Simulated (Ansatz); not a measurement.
# What HfZnO3 in P4/mbm, a phase reached by a soft mode distorts into, part 2 of 2

Wanted: the energy along a soft mode of HfZnO3 in P4/mbm, a phase reached by a soft mode and the structure at the end.

Ansatz 0.2.0; DFT PBEsol, scalar-relativistic, plane waves, PAW; PAW set soft_1.

So far. Step 5 (Energy along the mode, all amplitudes (two of the runs …): The lowest of the steps tried is the last one, at 0.6 Å, 47.5 meV/atom below the parent; the bottom of the well need not coincide with a step. Step 7 (The new phase in its own primitive cell): The largest force component left is 0.60 meV/Å and the pressure is -0.002 GPa, within the tolerances set. The cell now holds 12.81 Å³/atom. The relaxed cell has a, b, c = 3.512, 6.930, 5.264 Å (conventional setting).

The structure was built from a prototype and need not be the compound's stable phase.

### Step 8. Modes of the new phase (continued)

Patterns of degenerate modes are one choice out of their space. Modes at Γ, with each element's share of the kinetic energy (negative means imaginary):

| mode | frequency (cm⁻¹) | symmetry | Zn % | Hf % | O % |
| --- | --- | --- | --- | --- | --- |
| 1 | -140.2 | A2 | 0 | 1 | 99 |
| 2 | 0.0 | acoustic | 22 | 61 | 16 |
| 3 | 0.0 | acoustic | 22 | 61 | 16 |
| 4 | 0.0 | acoustic | 22 | 61 | 16 |
| 5 | 74.7 | A2 | 76 | 9 | 14 |
| 6 | 86.6 | A2 | 8 | 84 | 8 |
| 7 | 94.8 | A1 | 94 | 4 | 2 |
| 8 | 103.0 | B1 | 52 | 12 | 36 |
| 9 | 121.5 | B2 | 65 | 20 | 15 |
| 10 | 130.9 | B2 | 49 | 40 | 10 |
| 11 | 144.0 | A1 | 4 | 53 | 43 |
| 12 | 164.7 | B1 | 11 | 20 | 69 |
| 13 | 175.8 | A1 | 71 | 27 | 2 |
| 14 | 225.8 | B2 | 45 | 24 | 31 |
| 15 | 239.3 | B2 | 9 | 39 | 52 |
| 16 | 246.6 | A1 | 4 | 6 | 90 |
| 17 | 277.0 | A1 | 2 | 32 | 66 |
| 18 | 282.3 | B2 | 8 | 4 | 88 |
| 19 | 353.1 | A1 | 2 | 5 | 93 |
| 20 | 409.9 | A1 | 1 | 5 | 93 |
| 21 | 430.1 | B2 | 1 | 1 | 98 |
| 22 | 453.6 | B1 | 14 | 1 | 84 |
| 23 | 463.6 | A2 | 15 | 0 | 85 |
| 24 | 470.2 | B2 | 0 | 6 | 94 |
| 25 | 504.6 | B2 | 0 | 2 | 98 |
| 26 | 556.1 | A1 | 0 | 3 | 97 |
| 27 | 598.5 | A2 | 0 | 6 | 94 |
| 28 | 608.2 | B1 | 0 | 6 | 94 |
| 29 | 673.4 | A1 | 0 | 3 | 97 |
| 30 | 877.6 | B2 | 0 | 2 | 98 |

Displacements in mode 1 (-140.2 cm⁻¹), the largest set to 1:
```
Zn1  0.01  0.00  0.00
Zn2 -0.01  0.00  0.00
Hf3  0.03  0.00  0.00
Hf4 -0.03  0.00  0.00
O5   0.05  0.00  0.00
O6   1.00  0.00  0.00
O7  -1.00  0.00  0.00
O8  -0.05  0.00  0.00
O9  -0.10  0.00  0.00
O10  0.10  0.00  0.00
```

Displacements in mode 19 (353.1 cm⁻¹), the largest set to 1:
```
Zn1  0.00  0.04 -0.07
Zn2  0.00 -0.04 -0.07
Hf3  0.00 -0.04 -0.08
Hf4  0.00  0.04 -0.08
O5   0.00 -0.73 -0.03
O6   0.00  0.00  0.17
O7   0.00  0.00  0.17
O8   0.00  0.73 -0.03
O9   0.00  0.16  1.00
O10  0.00 -0.16  1.00
```

Optical modes at the zone centre, without and with the macroscopic field of the longitudinal modes; each column is sorted by frequency, so a row need not hold one and the same mode. Modes with and without the field, by row:

| rank among optical modes | no field (cm⁻¹) | q along (1, 0, 0) (cm⁻¹) | q along (0, 1, 0) (cm⁻¹) | q along (0, 0, 1) (cm⁻¹) |
| --- | --- | --- | --- | --- |
| 1 | -140.2 | -140.2 | -140.2 | -140.2 |
| 2 | 74.7 | 74.7 | 74.7 | 74.7 |
| 3 | 86.6 | 86.6 | 86.6 | 86.6 |
| 4 | 94.8 | 94.8 | 94.8 | 94.9 |
| 5 | 103 | 108.7 | 103 | 103 |
| 6 | 121.5 | 121.5 | 130.3 | 121.5 |
| 7 | 130.9 | 130.9 | 143.3 | 130.9 |
| 8 | 144 | 144 | 144 | 151.5 |
| 9 | 164.7 | 175.8 | 164.7 | 164.7 |
| 10 | 175.8 | 179.5 | 175.8 | 177.1 |
| 11 | 225.8 | 225.8 | 233.6 | 225.8 |
| 12 | 239.3 | 239.3 | 246.6 | 239.3 |
| 13 | 246.6 | 246.6 | 275.7 | 264.5 |
| 14 | 277 | 277 | 277 | 282.3 |
| 15 | 282.3 | 282.3 | 353.1 | 295.2 |
| 16 | 353.1 | 353.1 | 363 | 388.9 |
| 17 | 409.9 | 409.9 | 409.9 | 430.1 |
| 18 | 430.1 | 430.1 | 435.1 | 453.6 |
| 19 | 453.6 | 463.6 | 453.6 | 463.6 |
| 20 | 463.6 | 470.2 | 463.6 | 470.2 |
| 21 | 470.2 | 504.6 | 476.1 | 482.7 |
| 22 | 504.6 | 527 | 556.1 | 504.6 |
| 23 | 556.1 | 556.1 | 566.1 | 565.7 |
| 24 | 598.5 | 598.5 | 598.5 | 598.5 |
| 25 | 608.2 | 673.4 | 608.2 | 608.2 |
| 26 | 673.4 | 694 | 673.4 | 787.5 |
| 27 | 877.6 | 877.6 | 931.2 | 877.6 |

Born charge (rows field, columns displacement) (e), principal values of the symmetric part by kind of site:

| atom | atoms with these values | low | middle | high | mean |
| --- | --- | --- | --- | --- | --- |
| Zn1 | 2 | 1.98 | 2.42 | 2.52 | 2.30 |
| Hf3 | 2 | 3.87 | 4.65 | 5.86 | 4.79 |
| O5 | 2 | -3.08 | -2.25 | -1.53 | -2.29 |
| O6 | 2 | -4.82 | -1.48 | -1.09 | -2.47 |
| O9 | 2 | -2.95 | -2.28 | -1.81 | -2.34 |

In full for O6:

```
-1.09  0.00  0.00
 0.00 -3.04  1.48
 0.00  1.85 -3.27
```

High-frequency dielectric tensor:

```
4.48 0.00 0.00
0.00 4.54 0.00
0.00 0.00 4.86
```

Transverse modes; imaginary modes are left out. Lines of the infrared spectrum (strongest = 100):

| position (cm⁻¹) | label | relative intensity |
| --- | --- | --- |
| 75 | A2 | 0.0 |
| 87 | A2 | 0.0 |
| 95 | A1 | 0.0 |
| 103 | B1 | 2.5 |
| 121 | B2 | 20 |
| 131 | B2 | 0.9 |
| 144 | A1 | 8.1 |
| 165 | B1 | 7.5 |
| 176 | A1 | 1.5 |
| 226 | B2 | 47 |
| 239 | B2 | 32 |
| 247 | A1 | 44 |
| 277 | A1 | 16 |
| 282 | B2 | 10 |
| 353 | A1 | 64 |
| 410 | A1 | 32 |
| 430 | B2 | 4.0 |
| 454 | B1 | 100 |
| 464 | A2 | 0.0 |
| 470 | B2 | 7.9 |
| 505 | B2 | 32 |
| 556 | A1 | 9.1 |
| 598 | A2 | 0.0 |
| 608 | B1 | 53 |
| 673 | A1 | 96 |
| 878 | B2 | 64 |

Before it was imposed, the acoustic sum rule was missed by 1.3e-4 eV/Å² and the charge sum rule by 0.011 e. Small misses are needed for a sound result but don't prove that mesh and cutoff are converged. The lowest optical mode is imaginary, 140.2i cm⁻¹, so the energy falls along it.

The log warns of the k mesh: “the force constants stand on the 6×4×4 k-mesh, whose period is 12.74 times the interband length at k = (0.0000, 0.0000, 0.0000), direct gap 1.739 eV, under 14: take them and everything formed from them as unconverged”.

### Step 9. Outcome

```yaml
unstable_mode_of_the_parent: q = (0, 0, 0), 243i cm⁻¹
depth_at_the_lowest_point_sampled: 47.5 meV/atom
largest_atomic_shift_at_that_point: 0.6 Å
space_group_reached_within_0p01_a: Pmc2_1
energy_gained_over_the_parent_first_relaxation_on_the_mesh_of_the_frozen_mode: 145 meV/atom
volume_per_atom_phase_reached: 12.8 Å³
gap_on_the_k_mesh_phase_reached: 1.71 eV
lowest_optical_zone_centre_mode_phase_reached: -140 cm⁻¹
highest_optical_mode_at_the_zone_centre_no_lo_to_term_phase_reached: 878 cm⁻¹
```

In words: Along this mode the structure falls into Pmc2_1, 145 meV/atom below the parent. At the parent's cell the well is 47.48 meV/atom deep on the steps tried, with its lowest point at a shift of 0.6 Å. That is the last step tried, so the steps alone don't bracket the bottom of the well. Relaxing atoms and cell changes the gain by +97.90 meV/atom against the lowest step (energies at zero smearing). Most of the total comes from this relaxation. The new phase still has an imaginary mode at the zone centre of its cell, so it is a saddle point on the way to a lower structure. Of the 2 patterns followed to their end from this parent, this one reaches the lowest energy. Each path keeps the symmetry of its pattern, so a lower phase may lie along a pattern not tried. With the field response the log warns that the k mesh is coarse for the force constants too, so the frequencies may not be converged. In at least one run the field response is not settled by the k meshes in reach, so its dielectric tensor, Born charges and longitudinal modes are rough. Spin-orbit coupling is left out, which can matter for the heavy elements here. The PAW files were made for PBE and serve the other functionals too. The starting cell was built on a prototype and not taken from a measurement, so the phase need not exist.

[Logs are printed without paths, hosts, clocks, repeated set-up lines and the standing remarks that a program may print on its own settings, such as how far it seeks lower states.]

[Hosts, paths, dates, database ids (printed as entryN), source tags and the programs' standing remarks are cut or masked in the printed files.]
